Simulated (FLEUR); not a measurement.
# FeGe: a ladder in the smearing

Two starts of FeGe are run at each rung of the smearing. Which rung is enough?

Method: PBE; all-electron FLAPW, Dirac cores, scalar-relativistic bands, in FLEUR MaX-R8.1.

Report form: the programs' logs are mostly left out.

The database entry behind the starting cell differs from later determinations by our own check (about 0.2 % short), so it need not match the best structure at ambient conditions.

### 1. The structure

The structure is cubic, space group P2_13 (No. 198). The conventional cell has a = 4.689 Å, b = 4.689 Å, c = 4.689 Å, α = 90.00°, β = 90.00°, γ = 90.00°. Fe has 7 Ge at 2.38 to 2.64 Å nearest. Nearest to Ge lie 7 Fe at 2.38 to 2.64 Å. Farther neighbours are not listed.

Coordinates:

```cif
data_structure
_symmetry_space_group_name_H-M 'P2_13'
_symmetry_Int_Tables_number 198
_cell_length_a 4.6890
_cell_length_b 4.6890
_cell_length_c 4.6890
_cell_angle_alpha 90.000
_cell_angle_beta 90.000
_cell_angle_gamma 90.000
_cell_volume 103.10
loop_
_atom_site_label
_atom_site_type_symbol
_atom_site_symmetry_multiplicity
_atom_site_Wyckoff_symbol
_atom_site_fract_x
_atom_site_fract_y
_atom_site_fract_z
_atom_site_occupancy
Fe1 Fe 4 a 0.13500 0.13500 0.13500 1
Ge1 Ge 4 a 0.84200 0.84200 0.84200 1
```

### 2. Rung 1 (width 0.5 eV), start ferro ++++

A wide smearing converges easily but acts like a high temperature on the moments; each rung narrows it.

inpgen writes inp.xml from crystal.txt; cutoffs, mixing, functional, smearing and local orbitals are then set in the file. The k list default-1 (kpts.xml, not shown) is a Γ-centred 6×6×6 mesh; where the ranks do not divide the number of points, some are split in two of half the weight.

Input file inp.xml:

```
<?xml version="1.0" encoding="UTF-8" standalone="no"?>
<fleurInput fleurInputVersion="0.39">
   <comment>
      FeGe
   </comment>
   <calculationSetup>
      <cutoffs Kmax="3.74" Gmax="11.2" GmaxXC="11.2" numbands="0"/>
      <scfLoop itmax="90" minDistance="0.00002" maxIterBroyd="15" imix="Anderson" alpha="0.05" precondParam="0.0" spinf="2.0" sdNocoIR="T"/>
      <coreElectrons ctail="T" frcor="F" kcrel="0" coretail_lmax="0"/>
      <xcFunctional name="pbe" relativisticCorrections="F"/>
      <magnetism jspins="2"/>
      <soc l_soc="F" theta="0.0" phi="0.0" spav="F"/>
      <expertModes spex="0" secvar="F"/>
      <geometryOptimization l_f="F" forcealpha="1.0" forcemix="BFGS" epsdisp="0.00001" epsforce="0.00001"/>
      <ldaU l_linMix="F" mixParam="0.05" spinf="1.0"/>
   </calculationSetup>
   <cell>
      <bzIntegration valenceElectrons="120.0" mode="hist" fermiSmearingEnergy="0.01837466">
         <kPointListSelection listName="default-1"/>
         <xi:include xmlns:xi="http://www.w3.org/2001/XInclude" href="kpts.xml"> </xi:include>
      </bzIntegration>
      <xi:include xmlns:xi="http://www.w3.org/2001/XInclude" href="sym.xml"> </xi:include>
      <bulkLattice scale="1.0">
         <bravaisMatrix>
            <row-1>    8.8609257982493990     0.0000000000000000     0.0000000000000000</row-1>
            <row-2>    0.0000000000000000     8.8609257982493990     0.0000000000000000</row-2>
            <row-3>    0.0000000000000000     0.0000000000000000     8.8609257982493990</row-3>
         </bravaisMatrix>
      </bulkLattice>
   </cell>
   <atomSpecies>
      <species name="Iron (Fe) 2.800" element="Fe" atomicNumber="26">
         <mtSphere radius="2.19" gridPoints="725" logIncrement="0.017"/>
         <atomicCutoffs lmax="8" lnonsphr="6"/>
         <electronConfig flipSpins="F">
            <coreConfig>(1s1/2) (2s1/2) (2p1/2) (2p3/2)</coreConfig>
            <valenceConfig>(3s1/2) (3p1/2) (3p3/2) (4s1/2) (3d3/2) (3d5/2)</valenceConfig>
            <stateOccupation state="(3d3/2)" spinUp="1.4" spinDown="1.0"/>
            <stateOccupation state="(3d5/2)" spinUp="3.0" spinDown="0.6"/>
         </electronConfig>
         <energyParameters s="4" p="4" d="3" f="4"/>
         <lo type="SCLO" l="0" n="3" eDeriv="0"/>
         <lo type="SCLO" l="1" n="3" eDeriv="0"/>
      </species>
      <species name="Germanium (Ge)" element="Ge" atomicNumber="32">
         <mtSphere radius="2.19" gridPoints="725" logIncrement="0.017"/>
         <atomicCutoffs lmax="8" lnonsphr="6"/>
         <electronConfig flipSpins="F">
            <coreConfig>(1s1/2) (2s1/2) (2p1/2) (2p3/2) (3s1/2) (3p1/2) (3p3/2)</coreConfig>
            <valenceConfig>(4s1/2) (3d3/2) (3d5/2) (4p1/2) (4p3/2)</valenceConfig>
            <stateOccupation state="(4p1/2)" spinUp="0.333333" spinDown="0.333333"/>
            <stateOccupation state="(4p3/2)" spinUp="0.666667" spinDown="0.666667"/>
         </electronConfig>
         <energyParameters s="4" p="4" d="3" f="4"/>
      </species>
   </atomSpecies>
   <atomGroups>
      <atomGroup species="Iron (Fe) 2.800">
         <relPos label="                   1">.1350000000 .1350000000 .1350000000</relPos>
         <relPos label="                   2">.3650000000 -.1350000000 -.3650000000</relPos>
         <relPos label="                   3">-.3650000000 .3650000000 -.1350000000</relPos>
         <relPos label="                   4">-.1350000000 -.3650000000 .3650000000</relPos>
         <force calculate="T" relaxXYZ="TTT"/>
      </atomGroup>
      <atomGroup species="Germanium (Ge)">
         <relPos label="                   5">-.1580000000 -.1580000000 -.1580000000</relPos>
         <relPos label="                   6">-.3420000000 .1580000000 .3420000000</relPos>
         <relPos label="                   7">.3420000000 -.3420000000 .1580000000</relPos>
         <relPos label="                   8">.1580000000 .3420000000 -.3420000000</relPos>
         <force calculate="T" relaxXYZ="TTT"/>
      </atomGroup>
   </atomGroups>
   <output dos="F" band="F" slice="F">
      <bandDOS minEnergy="-.5*Htr" maxEnergy="0.5*Htr" sigma="0.015" storeEVData="T"/>
      <plotting iplot="0" polar="F">
         <plot TwoD="T" vec1="  1.0  0.0  0.0" vec2="  0.0  1.0  0.0" vec3="  0.0  0.0  1.0" zero="  0.0  0.0  0.0" file="plot"/>
      </plotting>
      <moessbauerParams electricFieldGradient="F" isomerShift="F" coreHyperfine="F" valenceHyperfine="F"/>
   </output>
</fleurInput>
```

Input file crystal.txt:

```
FeGe
&input film=F cartesian=F /
4.68900000000  0.00000000000  0.00000000000
0.00000000000  4.68900000000  0.00000000000
0.00000000000  0.00000000000  4.68900000000
1.8897261246
1.0 1.0 1.0

8
26 0.13500000000  0.13500000000  0.13500000000 : 2.800
26 0.36500000000  0.86500000000  0.63500000000 : 2.800
26 0.63500000000  0.36500000000  0.86500000000 : 2.800
26 0.86500000000  0.63500000000  0.36500000000 : 2.800
32 0.84200000000  0.84200000000  0.84200000000
32 0.65800000000  0.15800000000  0.34200000000
32 0.34200000000  0.65800000000  0.15800000000
32 0.15800000000  0.34200000000  0.65800000000

&kpt div1=6 div2=6 div3=6 gamma=T /
```

On the command line:

```bash
$ OMP_NUM_THREADS=1 inpgen -f crystal.txt > inpgen.log  # inp.xml is then edited as shown
$ OMP_NUM_THREADS=1 mpirun -n 4 fleur_MPI > fleur.log
```

It took 8.1 min on 4 MPI ranks of Arm Neoverse N1, shared host; peak memory 0.34 GiB; 32 min of CPU time.

The spin moment in the muffin-tin sphere vanishes on all atoms.

This step gave:

| Property | Result |
| --- | --- |
| free energy | -367018.1188 eV |
| program's band gap on this mesh (in a metal only a level spacing) | 0.1026 eV |
| final state | non-magnetic |

After 41 cycles the seed has died away: no moment is left.

### 3. Rung 1 (width 0.5 eV), start antiferro ++--

The second start gives the energy difference between the two end states, the quantity that is followed up the ladder.

Changes to inp.xml since step 2:

```diff
@@ -44,2 +44,15 @@
       </species>
+      <species name="Iron (Fe) -2.800" element="Fe" atomicNumber="26">
+         <mtSphere radius="2.19" gridPoints="725" logIncrement="0.017"/>
+         <atomicCutoffs lmax="8" lnonsphr="6"/>
+         <electronConfig flipSpins="F">
+            <coreConfig>(1s1/2) (2s1/2) (2p1/2) (2p3/2)</coreConfig>
+            <valenceConfig>(3s1/2) (3p1/2) (3p3/2) (4s1/2) (3d3/2) (3d5/2)</valenceConfig>
+            <stateOccupation state="(3d3/2)" spinUp="1.0" spinDown="1.4"/>
+            <stateOccupation state="(3d5/2)" spinUp="0.6" spinDown="3.0"/>
+         </electronConfig>
+         <energyParameters s="4" p="4" d="3" f="4"/>
+         <lo type="SCLO" l="0" n="3" eDeriv="0"/>
+         <lo type="SCLO" l="1" n="3" eDeriv="0"/>
+      </species>
       <species name="Germanium (Ge)" element="Ge" atomicNumber="32">
@@ -60,2 +73,5 @@
          <relPos label="                   2">.3650000000 -.1350000000 -.3650000000</relPos>
+         <force calculate="T" relaxXYZ="TTT"/>
+      </atomGroup>
+      <atomGroup species="Iron (Fe) -2.800">
          <relPos label="                   3">-.3650000000 .3650000000 -.1350000000</relPos>
@@ -67,2 +83,5 @@
          <relPos label="                   6">-.3420000000 .1580000000 .3420000000</relPos>
+         <force calculate="T" relaxXYZ="TTT"/>
+      </atomGroup>
+      <atomGroup species="Germanium (Ge)">
          <relPos label="                   7">.3420000000 -.3420000000 .1580000000</relPos>
```

Changes to crystal.txt since step 2:

```diff
@@ -11,4 +11,4 @@
 26 0.36500000000  0.86500000000  0.63500000000 : 2.800
-26 0.63500000000  0.36500000000  0.86500000000 : 2.800
-26 0.86500000000  0.63500000000  0.36500000000 : 2.800
+26 0.63500000000  0.36500000000  0.86500000000 : -2.800
+26 0.86500000000  0.63500000000  0.36500000000 : -2.800
 32 0.84200000000  0.84200000000  0.84200000000
```

Elapsed: 25 min, on 4 MPI ranks; peak memory 0.77 GiB; 1.7 h of CPU time.

The spin moment in the muffin-tin sphere vanishes on all atoms.

Numbers from this step:

```
free energy                                                       : -367018.1188 eV
program's band gap on this mesh (in a metal only a level spacing) : 0.1026 eV
final state                                                       : non-magnetic
```

This start lies -0.0 meV a seeded atom from the first; its moments have collapsed.

### 4. Rung 2 (width 0.25 eV), start ferro ++++

Changes to inp.xml since step 3:

```diff
@@ -17,3 +17,3 @@
    <cell>
-      <bzIntegration valenceElectrons="120.0" mode="hist" fermiSmearingEnergy="0.01837466">
+      <bzIntegration valenceElectrons="120.0" mode="hist" fermiSmearingEnergy="0.00918733">
          <kPointListSelection listName="default-1"/>
@@ -44,15 +44,2 @@
       </species>
-      <species name="Iron (Fe) -2.800" element="Fe" atomicNumber="26">
-         <mtSphere radius="2.19" gridPoints="725" logIncrement="0.017"/>
-         <atomicCutoffs lmax="8" lnonsphr="6"/>
-         <electronConfig flipSpins="F">
-            <coreConfig>(1s1/2) (2s1/2) (2p1/2) (2p3/2)</coreConfig>
-            <valenceConfig>(3s1/2) (3p1/2) (3p3/2) (4s1/2) (3d3/2) (3d5/2)</valenceConfig>
-            <stateOccupation state="(3d3/2)" spinUp="1.0" spinDown="1.4"/>
-            <stateOccupation state="(3d5/2)" spinUp="0.6" spinDown="3.0"/>
-         </electronConfig>
-         <energyParameters s="4" p="4" d="3" f="4"/>
-         <lo type="SCLO" l="0" n="3" eDeriv="0"/>
-         <lo type="SCLO" l="1" n="3" eDeriv="0"/>
-      </species>
       <species name="Germanium (Ge)" element="Ge" atomicNumber="32">
@@ -73,5 +60,2 @@
          <relPos label="                   2">.3650000000 -.1350000000 -.3650000000</relPos>
-         <force calculate="T" relaxXYZ="TTT"/>
-      </atomGroup>
-      <atomGroup species="Iron (Fe) -2.800">
          <relPos label="                   3">-.3650000000 .3650000000 -.1350000000</relPos>
@@ -83,5 +67,2 @@
          <relPos label="                   6">-.3420000000 .1580000000 .3420000000</relPos>
-         <force calculate="T" relaxXYZ="TTT"/>
-      </atomGroup>
-      <atomGroup species="Germanium (Ge)">
          <relPos label="                   7">.3420000000 -.3420000000 .1580000000</relPos>
```

Changes to crystal.txt since step 3:

```diff
@@ -11,4 +11,4 @@
 26 0.36500000000  0.86500000000  0.63500000000 : 2.800
-26 0.63500000000  0.36500000000  0.86500000000 : -2.800
-26 0.86500000000  0.63500000000  0.36500000000 : -2.800
+26 0.63500000000  0.36500000000  0.86500000000 : 2.800
+26 0.86500000000  0.63500000000  0.36500000000 : 2.800
 32 0.84200000000  0.84200000000  0.84200000000
```

It took 6.4 min on 4 MPI ranks; peak memory 0.34 GiB.

This step gave:

* free energy: -367015.7842 eV
* program's band gap on this mesh (in a metal only a level spacing): 0.008127 eV
* magnetization: 3.962 μB
* final state: ferromagnetic, with opposed induced moments
* largest moment: 1.094 μB

The largest moment moves by +1.09 μB from rung 1, at 0.79 times its CPU time.

### 5. Rung 2 (width 0.25 eV), start antiferro ++--

Changes to inp.xml since step 4:

```diff
@@ -44,2 +44,15 @@
       </species>
+      <species name="Iron (Fe) -2.800" element="Fe" atomicNumber="26">
+         <mtSphere radius="2.19" gridPoints="725" logIncrement="0.017"/>
+         <atomicCutoffs lmax="8" lnonsphr="6"/>
+         <electronConfig flipSpins="F">
+            <coreConfig>(1s1/2) (2s1/2) (2p1/2) (2p3/2)</coreConfig>
+            <valenceConfig>(3s1/2) (3p1/2) (3p3/2) (4s1/2) (3d3/2) (3d5/2)</valenceConfig>
+            <stateOccupation state="(3d3/2)" spinUp="1.0" spinDown="1.4"/>
+            <stateOccupation state="(3d5/2)" spinUp="0.6" spinDown="3.0"/>
+         </electronConfig>
+         <energyParameters s="4" p="4" d="3" f="4"/>
+         <lo type="SCLO" l="0" n="3" eDeriv="0"/>
+         <lo type="SCLO" l="1" n="3" eDeriv="0"/>
+      </species>
       <species name="Germanium (Ge)" element="Ge" atomicNumber="32">
@@ -60,2 +73,5 @@
          <relPos label="                   2">.3650000000 -.1350000000 -.3650000000</relPos>
+         <force calculate="T" relaxXYZ="TTT"/>
+      </atomGroup>
+      <atomGroup species="Iron (Fe) -2.800">
          <relPos label="                   3">-.3650000000 .3650000000 -.1350000000</relPos>
@@ -67,2 +83,5 @@
          <relPos label="                   6">-.3420000000 .1580000000 .3420000000</relPos>
+         <force calculate="T" relaxXYZ="TTT"/>
+      </atomGroup>
+      <atomGroup species="Germanium (Ge)">
          <relPos label="                   7">.3420000000 -.3420000000 .1580000000</relPos>
```

Changes to crystal.txt since step 4:

```diff
@@ -11,4 +11,4 @@
 26 0.36500000000  0.86500000000  0.63500000000 : 2.800
-26 0.63500000000  0.36500000000  0.86500000000 : 2.800
-26 0.86500000000  0.63500000000  0.36500000000 : 2.800
+26 0.63500000000  0.36500000000  0.86500000000 : -2.800
+26 0.86500000000  0.63500000000  0.36500000000 : -2.800
 32 0.84200000000  0.84200000000  0.84200000000
```

The job ended after 55 min (4 MPI ranks; peak memory 0.78 GiB).

The run was cut off at its time limit.

After 89 cycles the density distance stands at 6.5e-5 me/bohr³, above the threshold of 2e-05.

### 6. Rung 3 (width 0.12 eV), start ferro ++++

Changes to inp.xml since step 5:

```diff
@@ -17,3 +17,3 @@
    <cell>
-      <bzIntegration valenceElectrons="120.0" mode="hist" fermiSmearingEnergy="0.00918733">
+      <bzIntegration valenceElectrons="120.0" mode="hist" fermiSmearingEnergy="0.00440992">
          <kPointListSelection listName="default-1"/>
@@ -44,15 +44,2 @@
       </species>
-      <species name="Iron (Fe) -2.800" element="Fe" atomicNumber="26">
-         <mtSphere radius="2.19" gridPoints="725" logIncrement="0.017"/>
-         <atomicCutoffs lmax="8" lnonsphr="6"/>
-         <electronConfig flipSpins="F">
-            <coreConfig>(1s1/2) (2s1/2) (2p1/2) (2p3/2)</coreConfig>
-            <valenceConfig>(3s1/2) (3p1/2) (3p3/2) (4s1/2) (3d3/2) (3d5/2)</valenceConfig>
-            <stateOccupation state="(3d3/2)" spinUp="1.0" spinDown="1.4"/>
-            <stateOccupation state="(3d5/2)" spinUp="0.6" spinDown="3.0"/>
-         </electronConfig>
-         <energyParameters s="4" p="4" d="3" f="4"/>
-         <lo type="SCLO" l="0" n="3" eDeriv="0"/>
-         <lo type="SCLO" l="1" n="3" eDeriv="0"/>
-      </species>
       <species name="Germanium (Ge)" element="Ge" atomicNumber="32">
@@ -73,5 +60,2 @@
          <relPos label="                   2">.3650000000 -.1350000000 -.3650000000</relPos>
-         <force calculate="T" relaxXYZ="TTT"/>
-      </atomGroup>
-      <atomGroup species="Iron (Fe) -2.800">
          <relPos label="                   3">-.3650000000 .3650000000 -.1350000000</relPos>
@@ -83,5 +67,2 @@
          <relPos label="                   6">-.3420000000 .1580000000 .3420000000</relPos>
-         <force calculate="T" relaxXYZ="TTT"/>
-      </atomGroup>
-      <atomGroup species="Germanium (Ge)">
          <relPos label="                   7">.3420000000 -.3420000000 .1580000000</relPos>
```

Changes to crystal.txt since step 5:

```diff
@@ -11,4 +11,4 @@
 26 0.36500000000  0.86500000000  0.63500000000 : 2.800
-26 0.63500000000  0.36500000000  0.86500000000 : -2.800
-26 0.86500000000  0.63500000000  0.36500000000 : -2.800
+26 0.63500000000  0.36500000000  0.86500000000 : 2.800
+26 0.86500000000  0.63500000000  0.36500000000 : 2.800
 32 0.84200000000  0.84200000000  0.84200000000
```

Elapsed: 5.5 min, on 4 MPI ranks; peak memory 0.34 GiB.

This step gave:

| Property | Result |
| --- | --- |
| free energy | -367015.2226 eV |
| program's band gap on this mesh (in a metal only a level spacing) | 0 eV |
| magnetization | 4.434 μB |
| final state | ferromagnetic, with opposed induced moments |
| largest moment | 1.234 μB |

The largest moment moves by +0.14 μB from rung 2, at 0.87 times its CPU time.

### 7. Rung 3 (width 0.12 eV), start antiferro ++--

Changes to inp.xml since step 6:

```diff
@@ -44,2 +44,15 @@
       </species>
+      <species name="Iron (Fe) -2.800" element="Fe" atomicNumber="26">
+         <mtSphere radius="2.19" gridPoints="725" logIncrement="0.017"/>
+         <atomicCutoffs lmax="8" lnonsphr="6"/>
+         <electronConfig flipSpins="F">
+            <coreConfig>(1s1/2) (2s1/2) (2p1/2) (2p3/2)</coreConfig>
+            <valenceConfig>(3s1/2) (3p1/2) (3p3/2) (4s1/2) (3d3/2) (3d5/2)</valenceConfig>
+            <stateOccupation state="(3d3/2)" spinUp="1.0" spinDown="1.4"/>
+            <stateOccupation state="(3d5/2)" spinUp="0.6" spinDown="3.0"/>
+         </electronConfig>
+         <energyParameters s="4" p="4" d="3" f="4"/>
+         <lo type="SCLO" l="0" n="3" eDeriv="0"/>
+         <lo type="SCLO" l="1" n="3" eDeriv="0"/>
+      </species>
       <species name="Germanium (Ge)" element="Ge" atomicNumber="32">
@@ -60,2 +73,5 @@
          <relPos label="                   2">.3650000000 -.1350000000 -.3650000000</relPos>
+         <force calculate="T" relaxXYZ="TTT"/>
+      </atomGroup>
+      <atomGroup species="Iron (Fe) -2.800">
          <relPos label="                   3">-.3650000000 .3650000000 -.1350000000</relPos>
@@ -67,2 +83,5 @@
          <relPos label="                   6">-.3420000000 .1580000000 .3420000000</relPos>
+         <force calculate="T" relaxXYZ="TTT"/>
+      </atomGroup>
+      <atomGroup species="Germanium (Ge)">
          <relPos label="                   7">.3420000000 -.3420000000 .1580000000</relPos>
```

Changes to crystal.txt since step 6:

```diff
@@ -11,4 +11,4 @@
 26 0.36500000000  0.86500000000  0.63500000000 : 2.800
-26 0.63500000000  0.36500000000  0.86500000000 : 2.800
-26 0.86500000000  0.63500000000  0.36500000000 : 2.800
+26 0.63500000000  0.36500000000  0.86500000000 : -2.800
+26 0.86500000000  0.63500000000  0.36500000000 : -2.800
 32 0.84200000000  0.84200000000  0.84200000000
```

Elapsed: 26 min, on 4 MPI ranks; peak memory 0.77 GiB.

Numbers from this step:

```
free energy                                                       : -367015.0223 eV
program's band gap on this mesh (in a metal only a level spacing) : 5.14e-7 eV
magnetization                                                     : 0 μB
final state                                                       : antiferromagnetic
largest moment                                                    : 0.9679 μB
```

This start lies +50.1 meV a seeded atom from the first, a change of +50.1 meV since rung 1; its largest moment is 0.968 μB.

(Continued in part 2 of 2.)

[Logs and program files are shortened in this print: banners, set-up blocks, solver, clock and traceback lines can be left out without a mark of their own.]

[Logs are printed without paths, hosts, clocks, repeated set-up lines and the standing remarks that a program may print on its own settings, such as how far it seeks lower states.]

[Hosts, paths, dates, database ids (printed as entryN), source tags and the programs' standing remarks are cut or masked in the printed files.]

[Where a cell is said to come from a database of computed structures, the database is the Materials Project.]
